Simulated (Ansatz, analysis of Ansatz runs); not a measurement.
# A hop of O in Mg2TiO4 (Imma), charge +2, part 2 of 2

Aim: the barrier of one jump in Mg2TiO4 (Imma) at charge +2: V_O hop (2.7 Å). The model is a cell of 56 host atoms with 1 O taken out; O is the atom that moves.

Ansatz 0.2.0; plane-wave PAW DFT, PBEsol; nudged elastic band between two relaxed defect structures at fixed charge in a uniform background.

So far: Starting point; Relaxation of the start point, charge +2; Relaxation of the end point, charge +2; Nudged elastic band, charge +2.

## Step 4: Nudged elastic band, charge +2 (continued)

Track of the atom that was set to move:

| image | x (Å) | y (Å) | z (Å) | nearest neighbour | distance (Å) |
| --- | --- | --- | --- | --- | --- |
| 0 | 0.089 | 6.081 | 2.392 | Ti | 1.891 |
| 1 | 0.381 | 6.137 | 2.648 | Ti | 1.827 |
| 2 | 0.663 | 6.299 | 2.981 | Ti | 1.755 |
| 3 | 0.938 | 6.521 | 3.347 | Ti | 1.731 |
| 4 | 1.108 | 6.883 | 3.709 | Ti | 1.748 |
| 5 | 1.238 | 7.164 | 3.99 | Ti | 1.822 |
| 6 | 1.349 | 7.361 | 4.194 | Ti | 1.912 |

The band met its tolerance of 0.04 eV/Å after 23 iterations, with image 3 on top (the start counts as 0). O35, which moves farthest between the ends, has 1 Ti at 1.89 Å and 3 Mg at 2.00 to 2.08 Å nearest at the start and 1 Ti at 1.73 Å and 1 Mg at 1.86 Å at the top.

## Step 5: Single point at the start point, PBEsol, denser k-mesh

Three single points on a mesh of more k-points (start, top, end) test the sampling. The start is shown; top and end are run alike.

This step: plane-wave PAW DFT, PBEsol; single point of a defect supercell on a structure of the PBEsol path.

qp2.start.mesh/input.yaml reads:

```yaml
crystal:
  lattice:
    - [5.93160526, 5.95895149, 0.0]
    - [-5.93160526, 5.95895149, 0.0]
    - [0.0, 0.0, 8.47824647]
  atoms:
    - { symbol: Mg, position: [0.3768407, 0.37648988, 0.13655952] }
    - { symbol: Mg, position: [0.37770609, 0.8722088, 0.63980874] }
[... 5 atom lines left out ...]
    - { symbol: Mg, position: [0.74973169, 0.50080787, 0.23073098] }
[... 3 atom lines left out ...]
    - { symbol: Mg, position: [0.50214527, 0.74778634, 0.2490115] }
[... 2 atom lines left out ...]
    - { symbol: Mg, position: [0.61899591, 0.13943611, 0.3591817] }
[... 4 atom lines left out ...]
    - { symbol: Ti, position: [0.74313732, 0.78815103, 0.49832928] }
[... 3 atom lines left out ...]
    - { symbol: Ti, position: [0.46210218, 0.50694785, 0.49815671] }
[... 3 atom lines left out ...]
    - { symbol: O, position: [0.5159806, 0.73422643, 0.49786277] }
[... 6 atom lines left out ...]
    - { symbol: O, position: [0.51773509, 0.50271505, 0.28211561] }
[... 3 atom lines left out ...]
    - { symbol: O, position: [0.74735661, 0.73275531, 0.28217156] }
[... 2 atom lines left out ...]
    - { symbol: O, position: [0.75946967, 0.26110514, 0.22389602] }
[... 5 atom lines left out ...]
    - { symbol: O, position: [0.49212276, 0.49485473, 0.71755776] }
[... 3 atom lines left out ...]
    - { symbol: O, position: [0.47935155, 0.2706859, 0.50204643] }
[... 2 atom lines left out ...]
    - { symbol: O, position: [0.97944443, 0.7707468, 0.50218764] }
total_charge: 2
basis:
  ecutwfc: 420
  xc_grid: 2
hamiltonian:
  xc: pbesol
kpoints:
  mp_grid: { grid: [2, 2, 2], shift: [0.5, 0.5, 0.5] }
scf:
  occupations: { method: fixed }
  max_iter: 150
output:
  forces: true
  eigenvalues: true
checkpoint:
  write: "../qp2.start.mesh.run"
  compress: false
  write_wavefunctions: false
  write_every: 100000
```

The run is started by

```console
> ansatz run input.yaml --threads 4 --pin off --max-ram 14131MiB --backend cpu --events-out ev --progress --plain --runs-dir out
```

Elapsed: 41 s, on 4 threads of Arm Neoverse V1, shared host; peak memory 3 GiB.

This step gave:

```
free energy : -67868.4958 eV
```

## Step 6: Barrier from single points, PBEsol, denser k-mesh

Analysis of the runs above: barrier from PBEsol single points on the PBEsol path.

It gives:

```yaml
barrier_forward: 1.446 eV
barrier_backward: 1.597 eV
end_less_start: -0.1507 eV
```

This gives 1.446 eV against the band's 1.439 eV (backward 1.597 against 1.609 eV). This mesh holds only the band's own point and its sign variants, so it tests the average over those and no finer sampling.

## Step 7: Single point at the start point, LDA

Three single points with LDA show how much the barrier depends on that choice; lattice and path are kept. The start is shown; top and end are run alike.

This step: plane-wave PAW DFT, LDA; single point of a defect supercell on a structure of the PBEsol path.

qp2.start.lda/input.yaml, as its differences from qp2.start.mesh/input.yaml of step 5:

```diff
@@ -37,5 +37,5 @@
 hamiltonian:
-  xc: pbesol
+  xc: lda
 kpoints:
-  mp_grid: { grid: [2, 2, 2], shift: [0.5, 0.5, 0.5] }
+  mp_grid: { grid: [1, 1, 1], shift: [0.25, 0.25, 0.25] }
 scf:
@@ -47,3 +47,3 @@
 checkpoint:
-  write: "../qp2.start.mesh.run"
+  write: "../qp2.start.lda.run"
   compress: false
```

Run time: 11 s. Hardware: 4 threads; peak memory 1.1 GiB; 41 s of CPU time.

Read from the output:

- free energy: -67342.9839 eV

## Step 8: Barrier from single points, LDA

Analysis of the runs above: barrier from LDA single points on the PBEsol path.

It gives:

```
barrier forward  : 1.346 eV
barrier backward : 1.495 eV
end less start   : -0.1487 eV
```

This gives 1.346 eV against the band's 1.439 eV.

## Step 9: Single point at the start point, r2SCAN

Three single points with a meta-GGA, at its higher cutoff of 500 eV, show what it does to the barrier on the path found. The start is shown; top and end are run alike.

This step: plane-wave PAW DFT, r2SCAN; single point of a defect supercell on a structure of the PBEsol path.

qp2.start.r2scan/input.yaml, as its differences from qp2.start.lda/input.yaml of step 7:

```diff
@@ -34,6 +34,6 @@
 basis:
-  ecutwfc: 420
+  ecutwfc: 500
   xc_grid: 2
 hamiltonian:
-  xc: lda
+  xc: r2scan
 kpoints:
@@ -47,3 +47,3 @@
 checkpoint:
-  write: "../qp2.start.lda.run"
+  write: "../qp2.start.r2scan.run"
   compress: false
```

Wall time 19 s (4 threads); peak memory 1.5 GiB.

This step gave:

```yaml
free_energy: -68591.9080 eV
```

## Step 10: Barrier from single points, r2SCAN

Analysis of the runs above: barrier from r2SCAN single points on the PBEsol path.

It gives:

```yaml
barrier_forward: 1.522 eV
barrier_backward: 1.779 eV
end_less_start: -0.2564 eV
```

This gives 1.522 eV against the band's 1.439 eV.

## Step 11: What came out

| Quantity | Value |
| --- | --- |
| barrier forward | 1.44 eV |
| barrier backward | 1.61 eV |
| end less start | -0.17 eV |
| hop length | 2.54 Å |
| band iterations, as the log counts them | 23 |
| barrier from single points, PBEsol, denser k-mesh | 1.45 eV |
| barrier from single points, LDA | 1.35 eV |
| barrier from single points, r2SCAN | 1.52 eV |

**Reading.** The top of the band lies 1.44 eV above the start and 1.61 eV above the end. With an assumed prefactor of 1e13 per second it gives one hop a second along this one path at about 560 K; whether such hops link up through the crystal wasn't checked. At the top O35 stands 1.73 Å from its nearest Ti, 0.16 Å closer than at the start. Across functionals on this path (PBEsol 1.439, LDA 1.346 and r2SCAN 1.522 eV) the forward values spread by 0.176 eV. The order of the top as a saddle was not checked for all atoms, so a bent path could be lower. No image-charge correction is applied; it largely cancels along a path if the charge stays localised alike. Keep in mind: one k-point off the zone centre stands for the whole zone; periodic copies of the defect are only 8.4 Å apart.

[Logs are printed without paths, hosts, clocks, repeated set-up lines and the standing remarks that a program may print on its own settings, such as how far it seeks lower states.]

[Hosts, paths, dates, database ids (printed as entryN), source tags and the programs' standing remarks are cut or masked in the printed files.]
